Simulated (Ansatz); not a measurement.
# How well the gap of WS2 (Tungstenite) can be computed, part 2 of 2

Wanted: the gap of WS2 (Tungstenite) by functionals, hybrids and G0W0, carried to the basis limit, with what remains uncertain.

Ansatz 0.2.0; density functionals, hybrids, G0W0, plane waves, PAW. Known limits of the many-body steps: not at the basis limit; no spin-orbit coupling.

So far. Step 5 (HSE06+SOC): The gap stands −0.05 eV against HSE06. Step 6 (G0W0, 9×9×2 mesh, 277 empty bands, screening to 110 eV …): The gap on the mesh goes from 1.08 eV to 1.46 eV, a correction of +0.37 eV. Between the two edge states, bare exchange in place of the xc potential would open the gap by 4.63 eV, and correlation takes back 4.26 eV. The start differs from the 0.98 eV found before because this mesh misses an edge (the files differ too).

In doubt: masses and optical values from hybrid runs of this build are listed as unsure (step 10), which bears on the screening that GW takes from such a start.

**7. G0W0, 9×9×2 mesh, 631 empty bands, screening to 190 eV, hard PAW files**

Level of this step: G0W0 on PBE, plane waves, PAW (Ansatz).

Another rung: the empty bands reach about as high as the screening cutoff, so the two stay in balance.

Contents of input.yaml:

```yaml
crystal:
  lattice:
    - [3.1532, 0.0, 0.0]
    - [-1.5766, 2.7307513032, 0.0]
    - [0.0, 0.0, 12.323]
  atoms:
    - { symbol: W, position: [0.3333333333, 0.6666666667, 0.25] }
    - { symbol: W, position: [0.6666666667, 0.3333333333, 0.75] }
    - { symbol: S, position: [0.3333333333, 0.6666666667, 0.6225] }
    - { symbol: S, position: [0.6666666667, 0.3333333333, 0.1225] }
    - { symbol: S, position: [0.3333333333, 0.6666666667, 0.8775] }
    - { symbol: S, position: [0.6666666667, 0.3333333333, 0.3775] }
kpoints:
  mp_grid: { grid: [9, 9, 2] }
hamiltonian:
  xc: pbe
  pseudopotentials: { kind: paw, source: ansatz }
scf:
  occupations: { method: fixed }
gw:
  n_empty_bands: 631
  ecut_chi: 190.0
  qp_bands: [v2, c2]
  qp_kpoints: band_edges
  screening: { model: contour_deformation }
```

Run with:

```
ansatz run input.yaml --threads 3 --pin off --max-ram 92160MiB --backend cuda --events-out ev --progress --plain --runs-dir out --devices 1 --max-vram 13GiB  # rebuilt from the run's record
```

Numbers of over 12 decimals in the logs are rounded to 6 here.

Output:

```text
GPUs: using 1 of 1 available (devices: 1).
[...]
GPU FFT provider: cuFFT
GPU libraries: cuBLAS 13.8.2, cuFFT 12.4.0, cuSOLVER 12.3.4
Crystal: 6 atoms, lattice volume = 106.108 Å³
Basis set: ecut = 760 eV, 5029 PW (Γ)
Bands: 48, of which v1, the nominal top of the filled ones, is band 40 counted from 1 (39 counted from 0)
Symmetry: 24 space group operations
[...]
k-points: 24 of 162
[...]
1    42     15.6284   -13.7626    -4.4237   -18.3558  0.7577    15.7984    15.7980  root
[...]
23    39     12.6724   -18.7752     0.3035   -18.0993  0.7604    12.2987    12.3000  root
    23    40     12.6724   -18.7752     0.3035   -18.0993  0.7604    12.2987    12.3000  root
    23    41     14.6268   -15.8757    -3.9716   -19.9331  0.7579    14.7126    14.7125  root
    23    42     14.6268   -15.8757    -3.9716   -19.9331  0.7579    14.7126    14.7125  root
[key lines of the parts left out:]
SCF converged after 9 iterations
Free energy (F): -39375.324734 eV
Fermi energy:    13.325146 eV
```

Run time: 5.3 min. Hardware: 1 × NVIDIA H100 80GB HBM3 (shared by 6 runs) with 3 threads of AMD EPYC 7R13 (Zen 3), shared host; peak memory 4.5 GiB; 9.4 min of CPU time.

This step gave:

```
bands summed                                 : 671
RPA ε∞ on this mesh (eigenvalues)            : 5.897, 13.33, 13.33
plane waves in the screening matrix          : 663
G0W0 gap on the mesh                         : 1.496 eV
k of the valence top                         : 0, 0, 0
k of the conduction bottom                   : 0.1111, 0.2222, 0
starting gap on the mesh                     : 1.083 eV
least direct G0W0 gap on the computed points : 2.287 eV
```

Against the run with 9×9×2 mesh, 277 empty bands, screening to 110 eV, hard PAW files, the gap moves by +0.04 eV.

**8. G0W0, 9×9×2 mesh, 1068 empty bands, screening to 270 eV, hard PAW files**

Changes to input.yaml since step 7:

```diff
@@ -20,4 +20,4 @@
 gw:
-  n_empty_bands: 631
-  ecut_chi: 190.0
+  n_empty_bands: 1068
+  ecut_chi: 270.0
   qp_bands: [v2, c2]
```

Output:

```text
GPUs: using 1 of 1 available (devices: 1).
[...]
GPU FFT provider: cuFFT
GPU libraries: cuBLAS 13.8.2, cuFFT 12.4.0, cuSOLVER 12.3.4
Crystal: 6 atoms, lattice volume = 106.108 Å³
Basis set: ecut = 760 eV, 5029 PW (Γ)
Bands: 48, of which v1, the nominal top of the filled ones, is band 40 counted from 1 (39 counted from 0)
Symmetry: 24 space group operations
[...]
k-points: 24 of 162
[...]
GPU buffer pool allocated for 128000 grid points (all kernels)
[...]
SCF iter   1: F=—  HF=-39376.198368 eV  |F-HF|=—  |Δ(HF+E_count)|=         —  Δρ=4.14e-2  dr2=3.56e0  ethr=3.10e-3  ⟨swp⟩=5.3  Hψ=4397  notcnv=0  defer=37
[...]
SCF iter   9: F=-39375.324734 eV  HF=-39375.324734 eV  |F-HF|=3.38e-8  |Δ(HF+E_count)|=   1.24e-6  Δρ=4.77e-6  dr2=2.66e-8  ethr=1.25e-10  ⟨swp⟩=9.5  Hψ=5679  notcnv=0
SCF 1 converged in 9 iterations: F = -39375.324734 eV  dr2 = 2.66e-8
[...]
G₀W₀ screening: q 1/24
[... further progress lines ...]
[...]
SCF converged after 9 iterations
Free energy (F): -39375.324734 eV
[...]
Internal energy: -39375.324734 eV  (E = F + TS)
E sigma→0 (E₀):  -39375.324734 eV
Fermi energy:    13.325146 eV
[...]
--- Band table (eV; the first three rows and the last of 24) ---
  k-point 0: bands = [... 36 lower, 11.1362, 11.8129, 12.0993, 13.3251, 15.6359, 15.6359, 15.6463, 15.6463, ... 4 higher]
  k-point 1: bands = [... 36 lower, 11.1094, 11.1094, 13.0072, 13.0072, 15.6284, 15.6284, 15.6284, 15.6284, ... 4 higher]
  k-point 2: bands = [... 36 lower, 11.1176, 11.9936, 12.1144, 12.9292, 15.2965, 15.4932, 15.4946, 15.6015, ... 4 higher]
  k-point 23: bands = [... 36 lower, 10.2163, 10.2163, 12.6724, 12.6724, 14.6268, 14.6268, 15.9095, 15.9095, ... 4 higher]
[...]
0    39     12.0993   -18.2773     0.7886   -16.9836  0.7501    11.5898    11.5942  root
     0    40     13.3251   -19.4632     0.1764   -18.8091  0.7555    12.8454    12.8474  root
     0    41     15.6359   -13.8058    -4.5498   -18.4318  0.7580    15.7121    15.7120  root
     0    42     15.6359   -13.8058    -4.5498   -18.4318  0.7580    15.7121    15.7120  root
     1    39     13.0072   -19.1897     0.4683   -18.2135  0.7561    12.4966    12.4993  root
     1    40     13.0072   -19.1897     0.4683   -18.2135  0.7561    12.4966    12.4993  root
     1    41     15.6284   -13.7626    -4.5247   -18.3558  0.7574    15.6970    15.6970  root
     1    42     15.6284   -13.7626    -4.5247   -18.3558  0.7574    15.6970    15.6970  root
     2    39     12.1144   -18.5446     0.7882   -17.2559  0.7503    11.6097    11.6139  root
     2    40     12.9292   -19.3193     0.3921   -18.4439  0.7551    12.4435    12.4459  root
     2    41     15.2965   -13.6578    -4.3193   -17.9561  0.7524    15.2755    15.2754  root
     2    42     15.4932   -13.7343    -4.6052   -18.4075  0.7627    15.5613    15.5612  root
     3    39     12.7572   -19.2342     0.6052   -18.1199  0.7550    12.2453    12.2482  root
     3    40     12.7572   -19.2342     0.6052   -18.1199  0.7550    12.2453    12.2482  root
     3    41     15.4131   -13.7554    -4.4067   -18.1652  0.7532    15.4162    15.4162  root
     3    42     15.4131   -13.7554    -4.4067   -18.1652  0.7532    15.4162    15.4162  root
     4    39     11.8747   -18.9779     0.9423   -17.5424  0.7478    11.3774    11.3815  root
     4    40     12.0090   -19.0672     0.8778   -17.6925  0.7499    11.5081    11.5120  root
     4    41     14.6798   -13.1845    -4.1699   -17.3078  0.7627    14.6333    14.6332  root
     4    42     15.2076   -14.3589    -4.3211   -18.6773  0.7511    15.2049    15.2049  root
    10    39     12.0248   -19.0422     0.8703   -17.6767  0.7488    11.5257    11.5297  root
    10    40     12.2886   -19.2226     0.7227   -18.0079  0.7519    11.7932    11.7966  root
    10    41     14.6731   -13.2355    -4.0628   -17.2524  0.7624    14.6272    14.6272  root
    10    42     15.2765   -14.0270    -4.3713   -18.3944  0.7519    15.2727    15.2727  root
[...]
22    39     12.5806   -18.5907     0.2573   -17.8526  0.7598    12.0974    12.0998  root
    22    40     12.7878   -19.0861     0.1501   -18.4675  0.7593    12.3173    12.3193  root
    22    41     14.6266   -15.8704    -4.0915   -19.9275  0.7568    14.5923    14.5922  root
    22    42     14.6266   -15.8704    -4.0915   -19.9275  0.7568    14.5923    14.5922  root
    23    39     12.6724   -18.7752     0.2014   -18.0993  0.7598    12.1957    12.1979  root
    23    40     12.6724   -18.7752     0.2014   -18.0993  0.7598    12.1957    12.1979  root
    23    41     14.6268   -15.8757    -4.0917   -19.9331  0.7568    14.5924    14.5924  root
    23    42     14.6268   -15.8757    -4.0917   -19.9331  0.7568    14.5924    14.5924  root
```

It took 8 min on 1 × NVIDIA H100 80GB HBM3 (shared by 6 runs) with 3 threads; peak memory 9 GiB.

Numbers from this step:

```
bands summed                                 : 1108
RPA ε∞ on this mesh (eigenvalues)            : 5.894, 13.30, 13.30
plane waves in the screening matrix          : 1071
q-points in the mesh                         : 162
G0W0 gap on the mesh                         : 1.510 eV
k of the valence top                         : 0, 0, 0
k of the conduction bottom                   : 0.1111, 0.2222, 0
starting gap on the mesh                     : 1.083 eV
Z at the valence top                         : 0.7555
Z at the conduction bottom                   : 0.7659
least direct G0W0 gap on the computed points : 2.273 eV
```

Against the run with 9×9×2 mesh, 631 empty bands, screening to 190 eV, hard PAW files, the gap moves by +0.014 eV.

Limits: finite bands, cutoff and mesh; no spin-orbit coupling. v1 is the top filled band, c1 the lowest empty one. The levels before and after the correction (eV, zero at the valence-band top of each column):

```tsv
	conduction bottom	valence top
Kohn-Sham	1.08	0.00
G0W0	1.51	0.00
```

```tsv
	level	occupation	energy (eV)
Kohn-Sham	Γ v2	2	-1.226
Kohn-Sham	Γ v1	2	0.000
Kohn-Sham	Γ c1-c2	0	2.311
Kohn-Sham	(0.111 0.222 0) v2	2	-1.613
Kohn-Sham	(0.111 0.222 0) v1	2	-1.539
Kohn-Sham	(0.111 0.222 0) c1	0	1.083
Kohn-Sham	(0.111 0.222 0) c2	0	1.876
G0W0	Γ v2	2	-1.253
G0W0	Γ v1	2	0.000
G0W0	Γ c1-c2	0	2.865
G0W0	(0.111 0.222 0) v2	2	-1.642
G0W0	(0.111 0.222 0) v1	2	-1.562
G0W0	(0.111 0.222 0) c1	0	1.510
G0W0	(0.111 0.222 0) c2	0	2.361
```

The parts of the quasiparticle energy at the two band edges (eV; QP = start + Σx + Σc − Vxc):

```tsv
run	edge	start	Σx	Σc	Vxc	Z	QP
317 bands	valence top	13.33	-19.46	0.55	-18.81	0.76	13.22
317 bands	conduction bottom	14.41	-13.19	-3.71	-17.17	0.77	14.68
671 bands	valence top	13.33	-19.46	0.29	-18.81	0.76	12.96
671 bands	conduction bottom	14.41	-13.19	-3.93	-17.17	0.77	14.45
1108 bands	valence top	13.33	-19.46	0.18	-18.81	0.76	12.85
1108 bands	conduction bottom	14.41	-13.19	-4.03	-17.17	0.77	14.36
```

**9. G0W0@PBE, 12×12×2 mesh, 277 empty bands, screening to 110 eV, hard PAW files**

Only the mesh changes. It samples the long-range screening, which converges on its own terms. Bands and cutoff differ from the step before, so it is read against an earlier run that matches them.

Changes to input.yaml since step 8:

```diff
@@ -13,3 +13,3 @@
 kpoints:
-  mp_grid: { grid: [9, 9, 2] }
+  mp_grid: { grid: [12, 12, 2] }
 hamiltonian:
@@ -20,4 +20,4 @@
 gw:
-  n_empty_bands: 1068
-  ecut_chi: 270.0
+  n_empty_bands: 277
+  ecut_chi: 110.0
   qp_bands: [v2, c2]
```

Output:

```text
GPUs: using 1 of 1 available (devices: 1).
[...]
GPU FFT provider: cuFFT
GPU libraries: cuBLAS 13.8.2, cuFFT 12.4.0, cuSOLVER 12.3.4
Crystal: 6 atoms, lattice volume = 106.108 Å³
Basis set: ecut = 760 eV, 5029 PW (Γ)
Bands: 48, of which v1, the nominal top of the filled ones, is band 40 counted from 1 (39 counted from 0)
Symmetry: 24 space group operations
[...]
k-points: 38 of 288
[...]
1    42     15.6285   -13.7702    -4.1671   -18.3558  0.7595    16.0498    16.0470  root
[...]
37    39     12.6723   -18.7432     0.5186   -18.0993  0.7631    12.5469    12.5471  root
    37    40     12.6723   -18.7432     0.5186   -18.0993  0.7631    12.5469    12.5471  root
    37    41     14.6269   -15.9087    -3.6741   -19.9331  0.7620    14.9787    14.9773  root
    37    42     14.6269   -15.9087    -3.6741   -19.9331  0.7620    14.9787    14.9773  root
[key lines of the parts left out:]
SCF converged after 9 iterations
Free energy (F): -39375.325041 eV
Fermi energy:    13.325212 eV
```

It took 7.8 min on 1 × NVIDIA H100 80GB HBM3 (shared by 6 runs) with 3 threads; peak memory 2.9 GiB.

This step gave:

```
bands summed                                 : 317
RPA ε∞ on this mesh (eigenvalues)            : 5.904, 13.32, 13.32
plane waves in the screening matrix          : 291
G0W0 gap on the mesh                         : 1.339 eV
k of the valence top                         : 0, 0, 0
k of the conduction bottom                   : 0.1667, 0.1667, 0
starting gap on the mesh                     : 0.9772 eV
least direct G0W0 gap on the computed points : 2.296 eV
```

Against the run with 9×9×2 mesh, 277 empty bands, screening to 110 eV, hard PAW files, the gap moves by −0.12 eV, while the start moved by −0.11 eV. A band edge is found at another k point on this mesh.

**10. G0W0@HSE06, 9×9×2 mesh, 631 empty bands, screening to 190 eV, hard PAW files**

The same correction from a different start measures what one shot leaves open. Bands and cutoff differ from the step before, so it is read against an earlier run that matches them.

This step: G0W0 on HSE06, plane waves, PAW.

Changes to input.yaml since step 9:

```diff
@@ -13,5 +13,5 @@
 kpoints:
-  mp_grid: { grid: [12, 12, 2] }
+  mp_grid: { grid: [9, 9, 2] }
 hamiltonian:
-  xc: pbe
+  xc: hse06
   pseudopotentials: { kind: paw, source: ansatz }
@@ -20,4 +20,4 @@
 gw:
-  n_empty_bands: 277
-  ecut_chi: 110.0
+  n_empty_bands: 631
+  ecut_chi: 190.0
   qp_bands: [v2, c2]
```

Output:

```text
GPUs: using 1 of 1 available (devices: 1).
[...]
GPU FFT provider: cuFFT
GPU libraries: cuBLAS 13.8.2, cuFFT 12.4.0, cuSOLVER 12.3.4
Crystal: 6 atoms, lattice volume = 106.108 Å³
Basis set: ecut = 760 eV, 5029 PW (Γ)
Bands: 48, of which v1, the nominal top of the filled ones, is band 40 counted from 1 (39 counted from 0)
Symmetry: 24 space group operations
[...]
k-points: 24 of 162
[...]
1    41     15.9873   -13.5983    -4.3290   -17.8592  0.7815    15.9192    15.9191  root
     1    42     15.9873   -13.5983    -4.3290   -17.8592  0.7815    15.9192    15.9191  root
[...]
23    39     12.3088   -18.6393     0.2496   -18.2215  0.7850    12.1405    12.1407  root
    23    40     12.3088   -18.6393     0.2496   -18.2215  0.7850    12.1405    12.1407  root
    23    41     14.7585   -15.6944    -3.8631   -19.5184  0.7822    14.7195    14.7194  root
    23    42     14.7585   -15.6944    -3.8631   -19.5184  0.7822    14.7195    14.7194  root
[key lines of the parts left out:]
Free energy (F): -39378.623603 eV
Fermi energy:    12.990815 eV
```

Wall time 9.4 min (1 × NVIDIA H100 80GB HBM3 (shared by 6 runs) with 3 threads); peak memory 9.5 GiB.

This step gave:

| Item | Value |
| --- | --- |
| bands summed | 671 |
| RPA ε∞ on this mesh (eigenvalues) | 4.965, 10.74, 10.74 |
| plane waves in the screening matrix | 663 |
| G0W0 gap on the mesh | 1.699 eV |
| k of the valence top | 0, 0, 0 |
| k of the conduction bottom | 0.1111, 0.2222, 0 |
| starting gap on the mesh | 1.617 eV |
| least direct G0W0 gap on the computed points | 2.454 eV |

Against the run with 9×9×2 mesh, 631 empty bands, screening to 190 eV, hard PAW files on PBE, the gap moves by +0.20 eV, while the start moved by +0.53 eV.

**11. The ladder**

Times are wall times on 1 × NVIDIA H100 80GB HBM3 (shared by 6 runs) with 3 threads of AMD EPYC 7R13 (Zen 3), shared host, good to a factor of about two. G0W0 rows are gaps on the mesh, lowered by the amount that the mesh misses the start's edges, a rough step that assumes the same correction there.

```tsv
level	gap (eV)	least direct gap (eV)	time
PBE	0.98	1.84	7.8 s
PBE+SOC	0.93	1.65	7.2 s
HSE06	1.50	2.33	33 s
HSE06+SOC	1.45	2.13	65 s
G0W0@PBE (277 empty bands, hard PAW)	1.35	-	1.7 min
G0W0@PBE (631 empty bands, hard PAW)	1.39	-	5.3 min
G0W0@PBE (1068 empty bands, hard PAW)	1.40	-	8 min
G0W0@PBE (277 empty bands, 12×12×2, hard PAW)	1.34	-	7.8 min
G0W0@HSE06 (631 empty bands, hard PAW)	1.58	-	9.4 min
```

**12. Adding up the best estimate**

```tsv
term	eV	running total (eV)
G0W0 on the mesh, top rung	1.510	1.510
to the limit, by a line in one over the bands through the two top rungs	+0.022	1.532
band edges off the mesh (read on other files, so rough)	−0.107	1.425
spin-orbit change, from PBE	−0.045	1.380
```

Changes that are not added in, each against a run with equal bands and cutoff:

```tsv
change	eV
start HSE06	+0.20
```

**13. Results**

| Quantity | Value |
| --- | --- |
| PBE gap | 0.98 eV, indirect |
| HSE06 | 1.50 eV |
| G0W0, top rung on the mesh | 1.51 eV |
| best estimate, G0W0@PBE with spin-orbit change | 1.38 eV |
| GW settings of the top rung | 9×9×2 mesh, 1068 empty bands, screening to 270 eV, hard PAW files |
| known limits | one-shot GW, static lattice |

The best estimate for G0W0@PBE is 1.38 eV, indirect by PBE+SOC, against 0.93 eV at the start (both with spin-orbit coupling). The pair of rungs below gives a limit +0.00 eV away. The term for edges off the mesh assumes that the correction there equals that on the mesh, which is rough. Of the changes left open the largest, +0.20 eV, comes from starting at HSE06. Among the functionals HSE06 comes nearest: +0.08 eV from the estimate without its spin-orbit term (1.43 eV). All runs took 34 min, 94 % of it in G0W0.

[Paths, hosts, dates, memory and timing lines, banners, echoed tables and standing remarks are left out of the program output.]

[Logs are printed without paths, hosts, clocks, repeated set-up lines and the standing remarks that a program may print on its own settings, such as how far it seeks lower states.]

[Runs of the session that timed out or met a known fault of the program may be left out.]

[Cells called generated may have been cut or substituted from an entry of the Crystallography Open Database or the Materials Project.]

[Hosts, paths, dates, database ids (printed as entryN), source tags and the programs' standing remarks are cut or masked in the printed files.]
